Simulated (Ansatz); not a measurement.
# InSb wire along [110], 16 atoms a period, H-terminated: bands by functional

What gap, if any, does the InSb wire along [110], 16 atoms a period, H-terminated have, and how does it change with the functional?

Main program and level: Ansatz 0.2.0; DFT PBE, plane waves, PAW; relaxation of a wire's period; PAW set soft_1, in the first sound run; inputs show where later runs differ.

Most raw output is cut from this account.

## 1. Starting point

The cell holds 28 atoms: 8 Sb, 12 H and 8 In. Cell: a = 20.441 Å, b = 19.083 Å, c = 4.688 Å, α = 90.0°, β = 90.0°, γ = 90.0°. Vacuum lies along a and b. The structure's axis is c.

## 2. Relaxation of atoms and period

Band widths follow the bond lengths, so the wire is relaxed first. The atoms and the third cell vector are free; the box across stays fixed as vacuum. A Fermi-Dirac smearing is set since the result may be a metal. The pressure printed is a third of the stress's trace over the whole box, vacuum included; only the stress along the axis is relaxed.

input.yaml reads:

```yaml
crystal:
  lattice:
    - [20.441, 0.0, 0.0]
    - [0.0, 19.083, 0.0]
    - [0.0, 0.0, 4.6881179593]
  atoms:
    - { symbol: Sb, position: [0.377934689, 0.622833981, 0.0] }
    - { symbol: H, position: [0.408746123, 0.178169051, 0.0] }
    - { symbol: In, position: [0.45902172, 0.745668911, 0.0] }
    - { symbol: In, position: [0.45902172, 0.49999905, 0.0] }
    - { symbol: Sb, position: [0.702282813, 0.622833981, 0.0] }
    - { symbol: H, position: [0.751711068, 0.697710521, 0.0] }
    - { symbol: In, position: [0.783369844, 0.49999905, 0.0] }
    - { symbol: H, position: [0.166332371, 0.49999905, 0.19521479] }
[... 16 atom lines left out ...]
    - { symbol: H, position: [0.408746123, 0.821829049, 0.0] }
    - { symbol: In, position: [0.45902172, 0.254329189, 0.0] }
    - { symbol: Sb, position: [0.702282813, 0.37716412, 0.0] }
    - { symbol: H, position: [0.751711068, 0.302287579, 0.0] }
kpoints:
  mp_grid: { grid: [1, 1, 18] }
scf:
  occupations: { method: fermi_dirac, width: 0.05 }
hamiltonian:
  xc: pbe
  pseudopotentials: { kind: paw, azcp: { folder: soft_1 } }
relax:
  cell: { fix: [a, b, alpha, beta, gamma] }
  max_steps: 45
  f_tol: 0.03
```

Command:

```console
$ ansatz run input.yaml --threads 4 --pin off --max-ram 16384MiB --backend cpu --events-out ev --progress --plain --runs-dir out
```

Elapsed: 7.4 min, on 4 threads of Arm Neoverse V2, shared host; peak memory 5.3 GiB.

Step by step:

```
step  energy less that of the first step (eV)  largest force component (eV/Å)  pressure (GPa)  volume (Å³)
   1                                   0.0000                          1.3224           -0.20      1828.72
   2                                  -0.5806                          0.3938           -0.03      1834.80
   3                                  -0.7691                          0.1744            0.02      1841.15
   4                                  -0.7897                          0.0612           -0.01      1847.09
   5                                  -0.7987                          0.0436            0.01      1848.55
   6                                  -0.8009                          0.0212            0.00      1848.90
  7*                                  -0.8028                          0.0212            0.00      1848.90
```

Relaxation steps marked * repeat the geometry before them on a plane-wave basis chosen anew for their cell, so energy and pressure can jump there.

The run keeps the 4 symmetry operations that it works with, so distortions that break them were not tested.

```
cell as run  before  after  change
      c (Å)   4.688  4.740  +1.1 %
```

The atoms that moved most (Å, along periodic axes as changes of fractional coordinates times the final cell, across vacuum about the mean position):

```
atom      dx      dy      dz  length
Sb10   0.377   0.000   0.000   0.377
 In7   0.364   0.000   0.000   0.364
 H28  -0.257   0.163   0.000   0.304
  H6  -0.257  -0.163   0.000   0.304
  H8   0.227   0.000   0.183   0.292
 H23   0.227   0.000  -0.183   0.292
 Sb5  -0.047  -0.256   0.000   0.260
Sb27  -0.047   0.256   0.000   0.260
```

This step gave:

* cell length along the wire: 4.740 Å

The cell's length comes to 4.740 Å with spin left out.

## 3. The perfect wire

This step: DFT PBE, plane waves, PAW; bands of a perfect wire; PAW set soft_1 (Ansatz 0.2.0).

At the relaxed period the bands are computed along the axis; those that cross an energy going forward count the channels that a perfect wire would open there.

input.yaml reads:

```yaml
crystal:
  lattice:
    - [20.441, 0.0, 0.0]
    - [0.0, 19.083, 0.0]
    - [0.0, 0.0, 4.7398616417]
  atoms:
    - { symbol: Sb, position: [0.37818692, 0.625184709, 0.0] }
    - { symbol: H, position: [0.410408075, 0.172434235, 0.0] }
    - { symbol: In, position: [0.455659707, 0.750222173, 0.0] }
    - { symbol: In, position: [0.456257937, 0.5, 0.0] }
    - { symbol: Sb, position: [0.699979853, 0.609437181, 0.0] }
    - { symbol: H, position: [0.739156258, 0.689179968, 0.0] }
    - { symbol: In, position: [0.80119215, 0.5, 0.0] }
    - { symbol: H, position: [0.17744908, 0.5, 0.233801271] }
[... 16 atom lines left out ...]
    - { symbol: H, position: [0.410408075, 0.827565765, 0.0] }
    - { symbol: In, position: [0.455659707, 0.249777827, 0.0] }
    - { symbol: Sb, position: [0.699979853, 0.390562819, 0.0] }
    - { symbol: H, position: [0.739156258, 0.310820032, 0.0] }
kpoints:
  mp_grid: { grid: [1, 1, 17] }
  band_path: { path: ["Γ", Z], npoints: 90 }
scf:
  occupations: { method: fermi_dirac, width: 0.05 }
hamiltonian:
  xc: pbe
  pseudopotentials: { kind: paw, azcp: { folder: soft_1 } }
output:
  dos: { e_range: [-5, 4] }
  write_potential: true
  write_density: true
  volumetric_format: npy
```

It took 9.1 min on 4 threads; peak memory 14 GiB; 36 min of CPU time.

Numbers from this step:

* band gap: 1.137 eV

The electronic bands at the labelled points (eV, zero at the Fermi level; v1 is the highest filled band, c1 the lowest empty one):

```
  point     v4     v3     v2     v1    c1    c2    c3    c4
      Γ  -1.18  -1.02  -0.88  -0.57  0.57  0.74  0.86  1.13
halfway  -1.36  -1.35  -1.31  -1.18  1.44  1.70  1.86  1.98
      Z  -1.83  -1.64  -1.58  -1.46  1.33  1.34  1.70  1.76
```

The gap is 1.14 eV, with spin left out.

The path shows a direct gap of 1.14 eV (valence top at Γ, conduction bottom at Γ).

## 4. Another level of theory, cutoff 500 eV, k-mesh 1×1×13

This step: DFT r2SCAN, plane waves, PAW; bands of a perfect wire at the PBE geometry; PAW set soft_1 (Ansatz 0.2.0).

The atoms stay at the PBE geometry and the functional changes. r2SCAN also reads the kinetic-energy density; it often gives larger moments and wider gaps than PBE, at a higher cost. Against the first PBE run of this kind, the cutoff is 500 eV against 420 and the mesh along the wire has 13 points against 17.

Edit input.yaml of step 3 so:

```diff
@@ -35,3 +35,3 @@
 kpoints:
-  mp_grid: { grid: [1, 1, 17] }
+  mp_grid: { grid: [1, 1, 13] }
   band_path: { path: ["Γ", Z], npoints: 90 }
@@ -40,8 +40,3 @@
 hamiltonian:
-  xc: pbe
+  xc: r2scan
   pseudopotentials: { kind: paw, azcp: { folder: soft_1 } }
-output:
-  dos: { e_range: [-5, 4] }
-  write_potential: true
-  write_density: true
-  volumetric_format: npy
```

Elapsed: 15 min, on 4 threads; peak memory 12 GiB.

Numbers from this step:

- band gap: 1.468 eV

The electronic bands at the labelled points (eV, zero at the Fermi level; v1 is the highest filled band, c1 the lowest empty one):

```
  point     v4     v3     v2     v1    c1    c2    c3    c4
      Γ  -1.37  -1.21  -1.07  -0.73  0.74  0.86  0.96  1.28
halfway  -1.57  -1.54  -1.52  -1.36  1.59  1.86  1.98  2.09
      Z  -2.05  -1.85  -1.79  -1.67  1.47  1.48  1.77  1.87
```

The gap is 1.47 eV, against 1.14 eV under PBE at the relaxed period.

## 5. Another level of theory, level HSE06, cutoff 420 eV

This step: DFT HSE06, plane waves, PAW; levels of a perfect wire at the PBE geometry; PAW set soft_1 (Ansatz 0.2.0).

The atoms stay at the PBE geometry and the functional changes. HSE06 mixes in a quarter of short-range exact exchange, which removes part of the self-interaction that closes gaps; it is dear, so the mesh is thinner and no path is run. Against the first PBE run of this kind, the mesh along the wire has 7 points against 17.

Edit input.yaml of step 4 so:

```diff
@@ -35,4 +35,3 @@
 kpoints:
-  mp_grid: { grid: [1, 1, 13] }
-  band_path: { path: ["Γ", Z], npoints: 90 }
+  mp_grid: { grid: [1, 1, 7] }
 scf:
@@ -40,3 +39,3 @@
 hamiltonian:
-  xc: r2scan
+  xc: hse06
   pseudopotentials: { kind: paw, azcp: { folder: soft_1 } }
```

Wall time 20 min (4 threads); peak memory 7.9 GiB.

This step gave:

```yaml
band_gap: 1.818 eV
```

The gap is 1.82 eV, against 1.14 eV under PBE at the relaxed period.

## 6. Two-component spinors, k-mesh 1×1×11

This step: DFT PBE, plane waves, fully relativistic PAW; bands of a perfect wire with spin-orbit coupling; PAW set soft_1 (Ansatz 0.2.0).

Spin-orbit coupling mixes the spins and splits bands that cross or touch without it, so it can open or close channels. Fully relativistic datasets take the place of the scalar ones.

Edit input.yaml of step 5 so:

```diff
@@ -35,3 +35,4 @@
 kpoints:
-  mp_grid: { grid: [1, 1, 7] }
+  mp_grid: { grid: [1, 1, 11] }
+  band_path: { path: ["Γ", Z], npoints: 90 }
 scf:
@@ -39,3 +40,6 @@
 hamiltonian:
-  xc: hse06
-  pseudopotentials: { kind: paw, azcp: { folder: soft_1 } }
+  xc: pbe
+  pseudopotentials: { kind: paw_fr, azcp: { folder: soft_1 } }
+magnetization:
+  noncollinear: true
+  spin_orbit: true
```

Wall time 2 h (4 threads); peak memory 13 GiB.

The run was cut off at the time limit after its SCF cycle had converged; no result of it is taken.

## 7. Outcome

| Item | Value |
| --- | --- |
| cell length, PBE | 4.740 Å |
| gap, PBE | 1.14 eV |
| gap, r2SCAN | 1.47 eV |
| gap, HSE06 | 1.82 eV |

What this shows: Under PBE the cell's length is 4.74 Å, and a gap of 1.14 eV makes it a semiconductor. At the relaxed period the wire is gapped under every functional, from 1.14 eV (PBE) to 1.82 eV (HSE06). Weak screening in one dimension makes quasiparticle gaps larger than the semilocal gaps, as a rule. Plain hydrogen on a compound's surface is a simple closure: it may leave surface states, and facets that end in unlike atoms put a field across the wire, both of which shrink the gap. Spin-orbit coupling is left out, which matters for the bands of heavy atoms. A hybrid's gap is read on a coarse mesh, without a band path.

[Logs are printed without paths, hosts, clocks, repeated set-up lines and the standing remarks that a program may print on its own settings, such as how far it seeks lower states.]

[Hosts, paths, dates, database ids (printed as entryN), source tags and the programs' standing remarks are cut or masked in the printed files.]
